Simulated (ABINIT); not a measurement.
## Quasiparticle gap of SiC (F-43m) in ABINIT

How does a plane-wave GW calculation on SiC (F-43m) run from the first input to the gap?

Method: PBE and many-body steps on it, plane waves, in ABINIT 10.8.3.

**The experiments to reproduce.**

- Gap 2.4 eV: Tauc optical (indirect) gap of annealed polycrystalline 3C-SiC; UV-VIS spectroscopic ellipsometry, Tauc analysis; film (CVD ultrathin polycrystalline film, annealed, about 5 nm grains) (“On-Demand CMOS-Compatible Fabrication of Ultrathin Self-Aligned SiC Nanowire Arrays”, 2018, pmc:6267454).

- Gap 2.39 eV: band gap at cryogenic temperature; bulk crystal (literature value) (quoted in “Silicon carbide diodes for neutron detection”, 2020, arxiv:2009.14696).

This is a report of a sequence of runs, with most program output left out.

**1. Starting point**

Symmetry: F-43m, No. 216, cubic system. Conventional cell: a = 4.358 Å, b = 4.358 Å, c = 4.358 Å, α = 90.00°, β = 90.00°, γ = 90.00°. Si has 4 C at 1.89 Å nearest. C has 4 Si at 1.89 Å nearest. Farther neighbours are not listed.

The cell and positions come from the Crystallography Open Database and are kept as given unless a step says otherwise.

**2. Ground state**

This step: ABINIT 10.8.3; DFT, PBE, plane waves, norm-conserving pseudopotentials.

The ground-state density comes first.

Contents of run.abi:

```
acell 3*1.0 Angstrom
rprim 
  -0.000000000000 2.179000000000 2.179000000000
  2.179000000000 -0.000000000000 2.179000000000
  2.179000000000 2.179000000000 -0.000000000000
ntypat 2
znucl 14 6
natom 2
typat 1 2
xred 
  0.000000000000 0.000000000000 0.000000000000
  0.250000000000 0.250000000000 0.250000000000
pp_dirpath "pseudos"
pseudos "Si.upf, C.upf"
ecut 37
ngkpt 8 8 8
nshiftk 1
shiftk 0 0 0
kptopt 1
chksymbreak 0
nband 9
occopt 1
tolvrs 1e-10
nstep 60
prtwf 0
optforces 0
optstress 0
indata_prefix "in"
outdata_prefix "out"
tmpdata_prefix "tmp"
```

Started as:

```
$ OMP_NUM_THREADS=1 mpirun -n 8 abinit run.abi > log
```

The job ended after 2.5 s (8 MPI ranks of Arm Neoverse V2, shared host; peak memory 0.07 GiB).

This step gave:

| Item | Value |
| --- | --- |
| total energy | -279.4551 eV |
| gap | 1.361 eV |
| k of the valence top | 0, 0, 0 |
| k of the conduction bottom | 0.5, 0.5, 0 |
| least direct gap | 4.553 eV |

The gap is indirect, with the least direct gap 3.19 eV higher.

**3. Bands along the symmetry lines**

The cheap functional maps the bands first; the places of the edges decide which points the dearer methods must see.

Contents of run.abi:

```
acell 3*1.0 Angstrom
rprim 
  -0.000000000000 2.179000000000 2.179000000000
  2.179000000000 -0.000000000000 2.179000000000
  2.179000000000 2.179000000000 -0.000000000000
ntypat 2
znucl 14 6
natom 2
typat 1 2
xred 
  0.000000000000 0.000000000000 0.000000000000
  0.250000000000 0.250000000000 0.250000000000
pp_dirpath "pseudos"
pseudos "Si.upf, C.upf"
ecut 37
iscf -2
irdden 1
kptopt 0
nkpt 50
kpt 
  0.00000000 0.00000000 0.00000000
  -0.06250000 -0.06250000 0.00000000
  -0.12500000 -0.12500000 0.00000000
  -0.18750000 -0.18750000 0.00000000
  -0.25000000 -0.25000000 0.00000000
  -0.31250000 -0.31250000 0.00000000
  -0.37500000 -0.37500000 0.00000000
  -0.43750000 -0.43750000 0.00000000
  -0.50000000 -0.50000000 0.00000000
  -0.48437500 -0.48437500 0.03125000
  -0.46875000 -0.46875000 0.06250000
  -0.45312500 -0.45312500 0.09375000
  -0.43750000 -0.43750000 0.12500000
  -0.42187500 -0.42187500 0.15625000
  -0.40625000 -0.40625000 0.18750000
  -0.39062500 -0.39062500 0.21875000
  -0.37500000 -0.37500000 0.25000000
  -0.37500000 0.00000000 0.37500000
  -0.32812500 0.00000000 0.32812500
  -0.28125000 0.00000000 0.28125000
  -0.23437500 0.00000000 0.23437500
  -0.18750000 0.00000000 0.18750000
  -0.14062500 0.00000000 0.14062500
  -0.09375000 0.00000000 0.09375000
  -0.04687500 0.00000000 0.04687500
  0.00000000 0.00000000 0.00000000
  0.00000000 0.00000000 0.06250000
  0.00000000 0.00000000 0.12500000
  0.00000000 0.00000000 0.18750000
  0.00000000 0.00000000 0.25000000
  0.00000000 0.00000000 0.31250000
  0.00000000 0.00000000 0.37500000
  0.00000000 0.00000000 0.43750000
  0.00000000 0.00000000 0.50000000
  -0.06250000 -0.03125000 0.46875000
  -0.12500000 -0.06250000 0.43750000
  -0.18750000 -0.09375000 0.40625000
  -0.25000000 -0.12500000 0.37500000
  -0.31250000 -0.15625000 0.34375000
  -0.37500000 -0.18750000 0.31250000
  -0.43750000 -0.21875000 0.28125000
  -0.50000000 -0.25000000 0.25000000
  -0.50000000 -0.28125000 0.21875000
  -0.50000000 -0.31250000 0.18750000
  -0.50000000 -0.34375000 0.15625000
  -0.50000000 -0.37500000 0.12500000
  -0.50000000 -0.40625000 0.09375000
  -0.50000000 -0.43750000 0.06250000
  -0.50000000 -0.46875000 0.03125000
  -0.50000000 -0.50000000 0.00000000
istwfk *1
nband 14
nbdbuf 5
tolwfr 1e-07
nstep 50
prtwf 0
prtvol 0
indata_prefix "in"
outdata_prefix "out"
tmpdata_prefix "tmp"
```

It took 2.5 s on 8 MPI ranks; peak memory 0.07 GiB.

Numbers from this step:

| Quantity | Value |
| --- | --- |
| gap | 1.361 eV |
| k of the valence top | 0, 0, 0 |
| k of the conduction bottom | -0.5, -0.5, 0 |
| least direct gap | 4.553 eV |

The gap is 1.361 eV, as in the run before at this level.

The electronic bands at the labelled points (eV, zero at the top of the highest filled band; v1 is the highest filled band, c1 the lowest empty one):

```csv
point,v4,v3,v2,v1,c1,c2,c3,c4
Γ,-15.41,0.00,0.00,0.00,6.22,7.31,7.31,7.31
halfway,-13.81,-3.35,-1.94,-1.94,4.06,6.35,10.58,10.58
X,-10.39,-7.80,-3.19,-3.19,1.36,4.33,14.00,14.00
halfway,-10.34,-7.64,-4.23,-3.04,2.10,5.31,13.33,13.54
U,-10.39,-7.28,-5.55,-2.60,3.11,7.78,11.84,12.45
jump to K,-10.39,-7.28,-5.55,-2.60,3.11,7.78,11.84,12.45
halfway,-13.64,-4.48,-2.93,-0.54,6.77,7.84,8.25,9.05
Γ,-15.41,0.00,0.00,0.00,6.22,7.31,7.31,7.31
halfway,-14.21,-4.30,-0.61,-0.61,5.99,7.91,7.91,9.35
L,-11.84,-8.54,-1.05,-1.05,5.43,7.23,7.23,10.05
halfway,-11.20,-7.83,-3.71,-2.26,5.25,7.28,10.15,11.00
W,-10.16,-7.03,-4.99,-4.69,5.21,9.44,9.45,9.79
halfway,-10.28,-7.49,-4.07,-4.05,3.06,6.02,11.94,13.32
X,-10.39,-7.80,-3.19,-3.19,1.36,4.33,14.00,14.00
```

**4. Empty states on the mesh, 8×8×8 mesh, 125 bands**

The sums over transitions need many empty states on a uniform mesh; this step solves for them.

Contents of run.abi:

```
acell 3*1.0 Angstrom
rprim 
  -0.000000000000 2.179000000000 2.179000000000
  2.179000000000 -0.000000000000 2.179000000000
  2.179000000000 2.179000000000 -0.000000000000
ntypat 2
znucl 14 6
natom 2
typat 1 2
xred 
  0.000000000000 0.000000000000 0.000000000000
  0.250000000000 0.250000000000 0.250000000000
pp_dirpath "pseudos"
pseudos "Si.upf, C.upf"
ecut 37
ngkpt 8 8 8
nshiftk 1
shiftk 0 0 0
kptopt 1
chksymbreak 0
irdden 1
istwfk *1
nband 125
prtvol 0
optdriver 6
gwr_task "HDIAGO"
paral_kgb 0
occopt 1
indata_prefix "in"
outdata_prefix "out"
tmpdata_prefix "tmp"
```

Elapsed: 12 s, on 8 MPI ranks; peak memory 1.5 GiB.

Numbers from this step:

```yaml
gap: 1.361 eV
k_of_the_valence_top: 0, 0, 0
k_of_the_conduction_bottom: 0.5, 0.5, 0
least_direct_gap: 4.553 eV
k_points_computed: 29
lowest_point_of_the_top_converged_band_above_the_valence_top: 158.7176 eV
```

On this mesh the gap is 1.361 eV.

**5. Screening, 8×8×8 mesh, 117 bands, screening to 244.9 eV**

The RPA dielectric matrix is built and inverted for each q.

This step: RPA screening on PBE, plane waves, norm-conserving pseudopotentials.

Changes to run.abi since step 4:

```diff
@@ -20,10 +20,11 @@
 chksymbreak 0
-irdden 1
 istwfk *1
-nband 125
-prtvol 0
-optdriver 6
-gwr_task "HDIAGO"
-paral_kgb 0
 occopt 1
+irdwfk 1
+optdriver 3
+nband 117
+ecuteps 9
+inclvkb 2
+awtr 1
+symchi 1
 indata_prefix "in"
```

Wall time 93 s (8 MPI ranks); peak memory 1.9 GiB.

Numbers from this step:

```yaml
eps_infinity_with_local_fields_on_this_mesh_along_the_program_s_q_direction: 6.672
the_same_without_local_fields: 7.310
plasma_frequency: 23.09 eV
plane_waves_in_the_screening_matrix: 169
```

Local fields lower ε∞ by 9 %.

**6. Self-energy, 8×8×8 mesh, 117 bands, screening to 244.9 eV**

The self-energy is evaluated for the states that the input lists, and the levels follow from it, in one-shot runs by the linearised quasiparticle equation.

This step: G0W0 on PBE, plane waves, norm-conserving pseudopotentials.

Contents of run.abi:

```
acell 3*1.0 Angstrom
rprim 
  -0.000000000000 2.179000000000 2.179000000000
  2.179000000000 -0.000000000000 2.179000000000
  2.179000000000 2.179000000000 -0.000000000000
ntypat 2
znucl 14 6
natom 2
typat 1 2
xred 
  0.000000000000 0.000000000000 0.000000000000
  0.250000000000 0.250000000000 0.250000000000
pp_dirpath "pseudos"
pseudos "Si.upf, C.upf"
ecut 37
ngkpt 8 8 8
nshiftk 1
shiftk 0 0 0
kptopt 1
chksymbreak 0
istwfk *1
occopt 1
irdwfk 1
optdriver 4
nband 117
gwcalctyp 0
ecutsigx 37
symsigma 1
nkptgw 29
kptgw 
  0.0000000000 0.0000000000 0.0000000000
  0.1250000000 0.0000000000 0.0000000000
  0.2500000000 0.0000000000 0.0000000000
  0.3750000000 0.0000000000 0.0000000000
  0.5000000000 0.0000000000 0.0000000000
  0.1250000000 0.1250000000 0.0000000000
  0.2500000000 0.1250000000 0.0000000000
  0.3750000000 0.1250000000 0.0000000000
  0.5000000000 0.1250000000 0.0000000000
  -0.3750000000 0.1250000000 0.0000000000
  -0.2500000000 0.1250000000 0.0000000000
  -0.1250000000 0.1250000000 0.0000000000
  0.2500000000 0.2500000000 0.0000000000
  0.3750000000 0.2500000000 0.0000000000
  0.5000000000 0.2500000000 0.0000000000
  -0.3750000000 0.2500000000 0.0000000000
  -0.2500000000 0.2500000000 0.0000000000
  0.3750000000 0.3750000000 0.0000000000
  0.5000000000 0.3750000000 0.0000000000
  -0.3750000000 0.3750000000 0.0000000000
  0.5000000000 0.5000000000 0.0000000000
  0.3750000000 0.2500000000 0.1250000000
  0.5000000000 0.2500000000 0.1250000000
  -0.3750000000 0.2500000000 0.1250000000
  0.5000000000 0.3750000000 0.1250000000
  -0.3750000000 0.3750000000 0.1250000000
  -0.2500000000 0.3750000000 0.1250000000
  -0.3750000000 0.5000000000 0.1250000000
  -0.2500000000 0.5000000000 0.2500000000
bdgw 
  1 8
  1 8
  1 8
  1 8
  1 8
  1 8
  1 8
  1 8
  1 8
  1 8
  1 8
  1 8
  1 8
  1 8
  1 8
  1 8
  1 8
  1 8
  1 8
  1 8
  1 8
  1 8
  1 8
  1 8
  1 8
  1 8
  1 8
  1 8
  1 8
ecuteps 9
irdscr 1
ppmodel 1
indata_prefix "in"
outdata_prefix "out"
tmpdata_prefix "tmp"
```

Elapsed: 15 min, on 8 MPI ranks; peak memory 2.4 GiB; 2 h of CPU time.

Numbers from this step:

```yaml
g0w0_gap_on_the_mesh: 2.106 eV
starting_gap_on_the_mesh: 1.361 eV
k_of_the_valence_top: 0, 0, 0
k_of_the_conduction_bottom: 0.5, 0.5, 0
z_at_the_valence_top: 0.792
z_at_the_conduction_bottom: 0.82
least_direct_g0w0_gap_on_the_computed_points: 5.596 eV
```

The gap on the mesh goes from 1.36 eV to 2.11 eV, a correction of +0.74 eV.

Limits: finite bands, cutoff and mesh. v1 is the top filled band, c1 the lowest empty one. The levels before and after the correction (eV, zero at the valence-band top of each column):

```csv
,conduction bottom,valence top
Kohn-Sham,1.36,0.00
G0W0,2.11,0.00
```

```csv
,level,energy (eV)
Kohn-Sham,Γ v3-v1,0.000
Kohn-Sham,Γ c1,6.223
Kohn-Sham,Γ c2-c3,7.311
Kohn-Sham,(0.5 0.5 0) v3,-7.802
Kohn-Sham,(0.5 0.5 0) v2-v1,-3.192
Kohn-Sham,(0.5 0.5 0) c1,1.361
Kohn-Sham,(0.5 0.5 0) c2,4.333
Kohn-Sham,(0.5 0.5 0) c3,14.001
G0W0,Γ v3-v1,0.000
G0W0,Γ c1,7.139
G0W0,Γ c2-c3,8.218
G0W0,(0.5 0.5 0) v3,-8.231
G0W0,(0.5 0.5 0) v2-v1,-3.490
G0W0,(0.5 0.5 0) c1,2.106
G0W0,(0.5 0.5 0) c2,5.248
G0W0,(0.5 0.5 0) c3,15.099
```

**7. Where the time went**

Times are wall times on 8 MPI ranks of Arm Neoverse V2, shared host, good to a factor of about two.

```csv
step,time,share,memory (GiB)
ground state,2.5 s,0 %,0.07
bands along the symmetry lines,2.5 s,0 %,0.07
empty states on the mesh,12 s,1 %,1.5
screening,93 s,9 %,1.9
self-energy,15 min,89 %,2.4
```

**8. Outcome**

- PBE gap: 1.36 eV, indirect
- G0W0 gap on the mesh: 2.11 eV
- GW settings: 8×8×8 mesh, 117 bands, screening to 244.9 eV, Godby-Needs plasmon pole
- known limits: not at the basis limit

**Reading.** G0W0 moves the gap on the mesh from 1.36 eV to 2.11 eV (+0.74 eV), with Z of 0.79 and 0.82 at the edges. Local fields lower the RPA ε∞ on this mesh from 7.31 to 6.67. The dearest step here is «self-energy». Against experiment, by G0W0@PBE: the gap of 2.11 eV lies −0.29 eV from the measured 2.4 eV (indirect, 2018); the gap of 2.11 eV lies −0.28 eV from the measured 2.39 eV (kind not stated, quoted 2020). The calculation has static nuclei and no excitons; a measured gap holds zero-point and thermal motion, which mostly lowers it. Bands and cutoff are finite, so the gap is not at the basis limit. The miss can reach some tenths of an eV and take either sign; the mesh is an error of its own.

[Paths, hosts, dates, memory and timing lines, banners, echoed tables and standing remarks are left out of the program output.]

[Logs are printed without paths, hosts, clocks, repeated set-up lines and the standing remarks that a program may print on its own settings, such as how far it seeks lower states.]

[Runs of the session that timed out or met a known fault of the program may be left out.]

[Hosts, paths, dates, database ids (printed as entryN), source tags and the programs' standing remarks are cut or masked in the printed files.]

[G0W0 gaps are taken among the corrected bands and points alone; a level outside them can change the order at an edge.]

[Where Ansatz stands beside ABINIT at settings called matched, ABINIT's density can come from a denser mesh and the files from another edition; pairs whose starting gaps differed by over 0.03 eV were left out, so agreement reads better than it is.]
